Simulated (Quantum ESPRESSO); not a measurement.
# SrCo2P2: parallel and opposed starts

Aim: find out which collinear order of SrCo2P2 costs least.

Program: Quantum ESPRESSO 7.5. Level of theory: PBEsol; plane waves with GBRV 1.5 PBEsol potentials, no spin-orbit coupling. Results are calculated unless marked as measured.

## 1. The structure

It takes space group I4/mmm (No. 139, tetragonal). Conventional cell: a = 3.794 Å, b = 3.794 Å, c = 11.610 Å, α = 90.00°, β = 90.00°, γ = 90.00°. Nearest to Sr lie 8 P at 3.18 Å and 8 Co at 3.47 Å. Co has 4 P at 2.24 Å and 4 Co at 2.68 Å and 4 Sr at 3.47 Å nearest. Nearest to P lie 4 Co at 2.24 Å and 4 Sr at 3.18 Å. Farther neighbours are not listed.

Structure file:

```
CELL_PARAMETERS angstrom
-1.89700 1.89700 5.80500
1.89700 -1.89700 5.80500
1.89700 1.89700 -5.80500
ATOMIC_POSITIONS crystal
Sr 0.00000 0.00000 0.00000
Co 0.75000 0.25000 0.50000
Co 0.25000 0.75000 0.50000
P 0.35250 0.35250 0.00000
P 0.64750 0.64750 0.00000
```

The cell comes from the Crystallography Open Database.

## 2. Run 1 (ferro ++)

The signs are those of the starting moments on the seeded atoms, the atoms that are given a moment.

ASE passes magmoms on as starting_magnetization. pw.x reads values of 1 or more as Bohr magnetons; where all are smaller, it reads them as fractions of the valence charge.

File pw.py:

```python
from ase import Atoms
from ase.calculators.espresso import Espresso, EspressoProfile

atoms = Atoms(['Sr', 'Co', 'Co', 'P', 'P'],
    cell=[[-1.897, 1.897, 5.805],
         [1.897, -1.897, 5.805],
         [1.897, 1.897, -5.805]],
    scaled_positions=[[0.0, 0.0, 0.0],
         [0.75, 0.25, 0.5],
         [0.25, 0.75, 0.5],
         [0.3525, 0.3525, 0.0],
         [0.6475, 0.6475, 0.0]],
    pbc=True,
    magmoms=[0.0, 2.0, 2.0, 0.0, 0.0])
input_data = {
    'control': {'calculation': 'scf', 'prefix': 'pwscf', 'outdir': './tmp', 'disk_io': 'nowf', 'tprnfor': True, 'tstress': True},
    'system': {'ecutwfc': 40.0, 'ecutrho': 280.0, 'nbnd': 39, 'occupations': 'smearing', 'smearing': 'fd', 'degauss': 0.00734986, 'nspin': 2},
    'electrons': {'conv_thr': 1e-08, 'electron_maxstep': 150, 'mixing_beta': 0.3},
}
atoms.calc = Espresso(
    profile=EspressoProfile(command='mpirun -n 4 pw.x -nk 4', pseudo_dir='pseudo'),
    pseudopotentials={'P': 'p_pbesol_v1.5.uspp.F.UPF', 'Sr': 'sr_pbesol_v1.uspp.F.UPF', 'Co': 'co_pbesol_v1.2.uspp.F.UPF'},
    input_data=input_data,
    kpts=(10, 10, 10),
    koffset=(0, 0, 0))
atoms.get_potential_energy()
energy = atoms.calc.results['free_energy']
print(f'free energy: {energy:.6f} eV')
print('site moments (muB):', atoms.get_magnetic_moments().round(3))
```

Run with:

```sh
OMP_NUM_THREADS=1 python3 pw.py > pw.log
```

Log:

```text
free energy: -9495.192973 eV
site moments (muB): [ 0.004  0.207  0.207 -0.    -0.   ]

--- espresso.pwo ---
Program PWSCF v.7.5 starts

Warning: card &CELL ignored
Warning: card &FCP ignored
Warning: card &RISM ignored

     Message from routine setup:
     using ibrav=0 with symmetry is DISCOURAGED, use correct ibrav instead

     K-points division:     npool     =       4
     Subspace diagonalization in iterative solution of the eigenvalue problem:

     G-vector sticks info
     --------------------
     sticks:   dense  smooth     PW     G-vecs:    dense   smooth      PW
     Sum        2469    1421    515                44547    19313    4195

     Using Slab Decomposition

     bravais-lattice index     =            0
     lattice parameter (alat)  =      12.0847  a.u.
     unit-cell volume          =     563.8888 (a.u.)^3
     number of atoms/cell      =            5
     number of atomic types    =            3
     number of electrons       =        54.00
     number of Kohn-Sham states=           39
     kinetic-energy cutoff     =      40.0000  Ry
     charge density cutoff     =     280.0000  Ry
     scf convergence threshold =      1.0E-08
     mixing beta               =       0.3000
     number of iterations used =            8  plain     mixing
     Exchange-correlation= SLA  PW   PSX  PSC
                           (   1   4  10   8   0   0   0)

     celldm(1)=  12.084683  celldm(2)=   0.000000  celldm(3)=   0.000000
     celldm(4)=   0.000000  celldm(5)=   0.000000  celldm(6)=   0.000000

     crystal axes: (cart. coord. in units of alat)
               a(1) = (  -0.296641   0.296641   0.907749 )
               a(2) = (   0.296641  -0.296641   0.907749 )
               a(3) = (   0.296641   0.296641  -0.907749 )

     reciprocal axes: (cart. coord. in units 2 pi/alat)
               b(1) = ( -0.000000  1.685540  0.550813 )
               b(2) = (  1.685540 -0.000000  0.550813 )
               b(3) = (  1.685540  1.685540  0.000000 )

     PseudoPot. # 1 for Sr read from file:
     sr_pbesol_v1.uspp.F.UPF
     Pseudo is Ultrasoft + core correction, Zval = 10.0
     Generated by new atomic code, or converted to UPF format
     Using radial grid of  883 points,  6 beta functions with:
                l(1) =   0
                l(2) =   0
                l(3) =   1
                l(4) =   1
                l(5) =   2
                l(6) =   2
     Q(r) pseudized with  6 coefficients,  rinner =    1.400   1.400   1.400
                                                       1.400   1.400

     PseudoPot. # 2 for Co read from file:
     co_pbesol_v1.2.uspp.F.UPF
     Pseudo is Ultrasoft + core correction, Zval = 17.0
     Generated by new atomic code, or converted to UPF format
     Using radial grid of  863 points,  6 beta functions with:
                l(1) =   0
                l(2) =   0
                l(3) =   1
                l(4) =   1
                l(5) =   2
                l(6) =   2
     Q(r) pseudized with  8 coefficients,  rinner =    1.200   1.200   1.200
                                                       1.200   1.200

     PseudoPot. # 3 for P  read from file:
     p_pbesol_v1.5.uspp.F.UPF
     Pseudo is Ultrasoft + core correction, Zval =  5.0
     Generated by new atomic code, or converted to UPF format
     Using radial grid of  903 points,  6 beta functions with:
                l(1) =   0
                l(2) =   0
                l(3) =   1
                l(4) =   1
                l(5) =   2
                l(6) =   2
     Q(r) pseudized with  8 coefficients,  rinner =    1.300   1.300   1.300
                                                       1.300   1.300

     atomic species   valence    mass     pseudopotential
     Sr               10.00    87.62000     Sr( 1.00)
     Co               17.00    58.93319     Co( 1.00)
     P                 5.00    30.97376     P ( 1.00)

     Starting magnetic structure
     atomic species   magnetization
     Sr              0.000
     Co              0.118
     P               0.000

     16 Sym. Ops., with inversion, found

   Cartesian axes

     site n.     atom                  positions (alat units)
         1        Sr     tau(   1) = (   0.0000000   0.0000000   0.0000000  )
         2        Co     tau(   2) = (   0.0000000   0.2966408   0.4538746  )
         3        Co     tau(   3) = (   0.2966408   0.0000000   0.4538746  )
         4        P      tau(   4) = (  -0.0000000   0.0000000   0.6399631  )
         5        P      tau(   5) = (   0.0000000  -0.0000000   1.1755351  )

     number of k points=   102  Fermi-Dirac smearing, width (Ry)=  0.0073

     Number of k-points >= 100: set verbosity='high' to print them.

     Dense  grid:    44547 G-vectors     FFT dimensions: (  72,  72,  72)

     Smooth grid:    19313 G-vectors     FFT dimensions: (  50,  50,  50)

     Check: negative core charge=   -0.000019
     Generating pointlists ...
     new r_m :   0.2053 (alat units)  2.4810 (a.u.) for type    1
     new r_m :   0.1444 (alat units)  1.7456 (a.u.) for type    2
     new r_m :   0.1444 (alat units)  1.7456 (a.u.) for type    3

     Initial potential from superposition of free atoms

     starting charge      51.9689, renormalised to      54.0000

     negative rho (up, down):  3.312E-02 3.312E-02
     Starting wfcs are   47 randomized atomic wfcs

     Self-consistent Calculation

     iteration #  1     ecut=    40.00 Ry     beta= 0.30
     Davidson diagonalization with overlap
     ethr =  1.00E-02,  avg # of iterations =  4.2

     negative rho (up, down):  3.247E-02 3.247E-02

     total energy              =    -690.03371462 Ry
     estimated scf accuracy    <      21.47397094 Ry

     total magnetization       =     1.98 Bohr mag/cell
     absolute magnetization    =     2.52 Bohr mag/cell

     iteration #  2     ecut=    40.00 Ry     beta= 0.30
     Davidson diagonalization with overlap
     ethr =  1.00E-02,  avg # of iterations =  3.0

     negative rho (up, down):  3.221E-02 3.221E-02

     total energy              =    -696.43232128 Ry
     estimated scf accuracy    <      30.58546494 Ry

     total magnetization       =     0.21 Bohr mag/cell
     absolute magnetization    =     0.25 Bohr mag/cell

     iteration #  3     ecut=    40.00 Ry     beta= 0.30
     Davidson diagonalization with overlap
     ethr =  1.00E-02,  avg # of iterations =  2.0

     negative rho (up, down):  3.215E-02 3.215E-02

     total energy              =    -697.12997978 Ry
     estimated scf accuracy    <       2.94595815 Ry

     total magnetization       =     0.93 Bohr mag/cell
     absolute magnetization    =     1.10 Bohr mag/cell

     [... further iterations left out ...]

     iteration # 17     ecut=    40.00 Ry     beta= 0.30
     Davidson diagonalization with overlap
     ethr =  1.01E-09,  avg # of iterations =  3.0

     negative rho (up, down):  3.289E-02 3.289E-02

     total energy              =    -697.88387198 Ry
     estimated scf accuracy    <       0.00000036 Ry

     total magnetization       =     0.43 Bohr mag/cell
     absolute magnetization    =     0.48 Bohr mag/cell

     iteration # 18     ecut=    40.00 Ry     beta= 0.30
     Davidson diagonalization with overlap
     ethr =  6.63E-10,  avg # of iterations =  2.1

     negative rho (up, down):  3.289E-02 3.289E-02

     total energy              =    -697.88387171 Ry
     estimated scf accuracy    <       0.00000014 Ry

     total magnetization       =     0.43 Bohr mag/cell
     absolute magnetization    =     0.48 Bohr mag/cell

     iteration # 19     ecut=    40.00 Ry     beta= 0.30
     Davidson diagonalization with overlap
     ethr =  2.61E-10,  avg # of iterations =  3.6

     negative rho (up, down):  3.289E-02 3.289E-02

     total energy              =    -697.88387244 Ry
     estimated scf accuracy    <       0.00000003 Ry

     total magnetization       =     0.42 Bohr mag/cell
     absolute magnetization    =     0.47 Bohr mag/cell

     iteration # 20     ecut=    40.00 Ry     beta= 0.30
     Davidson diagonalization with overlap
     ethr =  5.50E-11,  avg # of iterations =  2.3

     negative rho (up, down):  3.289E-02 3.289E-02

     Magnetic moment per site  (integrated on atomic sphere of radius R)
     atom   1 (R=0.205)  charge=  8.2000  magn=  0.0045
     atom   2 (R=0.144)  charge= 15.1040  magn=  0.2066
     atom   3 (R=0.144)  charge= 15.1040  magn=  0.2066
     atom   4 (R=0.144)  charge=  2.5544  magn= -0.0003
     atom   5 (R=0.144)  charge=  2.5544  magn= -0.0003

     End of self-consistent calculation

     Number of k-points >= 100: set verbosity='high' to print the bands.

     the Fermi energy is    11.9674 ev

!    total energy              =    -697.88387245 Ry
     estimated scf accuracy    <          2.1E-09 Ry
     smearing contrib. (-TS)   =      -0.00991324 Ry
     internal energy E=F+TS    =    -697.87395922 Ry

     The total energy is F=E-TS. E is the sum of the following terms:
     one-electron contribution =    -571.08029637 Ry
     hartree contribution      =     309.83632684 Ry
     xc contribution           =     -94.80759817 Ry
     ewald contribution        =    -341.82239152 Ry

     total magnetization       =     0.42 Bohr mag/cell
     absolute magnetization    =     0.47 Bohr mag/cell

     convergence has been achieved in  20 iterations

     negative rho (up, down):  3.289E-02 3.289E-02

     Forces acting on atoms (cartesian axes, Ry/au):

     atom    1 type  1   force =     0.00000000    0.00000000    0.00000000
     atom    2 type  2   force =     0.00000000   -0.00000000    0.00000000
     atom    3 type  2   force =     0.00000000    0.00000000    0.00000000
     atom    4 type  3   force =     0.00000000    0.00000000   -0.03052621
     atom    5 type  3   force =     0.00000000    0.00000000    0.03052621

     Total force =     0.043171     Total SCF correction =     0.000021

     Computing stress (Cartesian axis) and pressure

     negative rho (up, down):  3.289E-02 3.289E-02
          total   stress  (Ry/bohr**3)                   (kbar)     P=      -70.66
  -0.00052101  -0.00000000   0.00000000          -76.64       -0.00        0.00
   0.00000000  -0.00052101  -0.00000000            0.00      -76.64       -0.00
   0.00000000   0.00000000  -0.00039904            0.00        0.00      -58.70

=------------------------------------------------------------------------------=
   JOB DONE.
=------------------------------------------------------------------------------=
```

The job ended after 3.3 min (4 MPI ranks of AMD EPYC 7R13 (Zen 3), shared host; peak memory 0.94 GiB; 13 min of CPU time).

Spin moment in the atom's sphere by atom:

| atom | spin moment in the atom's sphere (μB) |
| --- | --- |
| Sr1 | 0.004 |
| Co2 | 0.207 |
| Co3 | 0.207 |
| P4 | 0.000 |
| P5 | 0.000 |

Read from the output:

```yaml
smearing_term_ts: 0.1349 eV
pressure: -7.066 GPa
magnetization: 0.422 μB
absolute_magnetization: 0.47 μB
final_state: ferromagnetic
```

(Continued in part 2 of 2.)

[Logs and program files are shortened in this print: banners, set-up blocks, solver, clock and traceback lines can be left out without a mark of their own.]

[Logs are printed without paths, hosts, clocks, repeated set-up lines and the standing remarks that a program may print on its own settings, such as how far it seeks lower states.]

[Hosts, paths, dates, database ids (printed as entryN), source tags and the programs' standing remarks are cut or masked in the printed files.]

[Where a cell is said to come from a database of computed structures, the database is the Materials Project.]
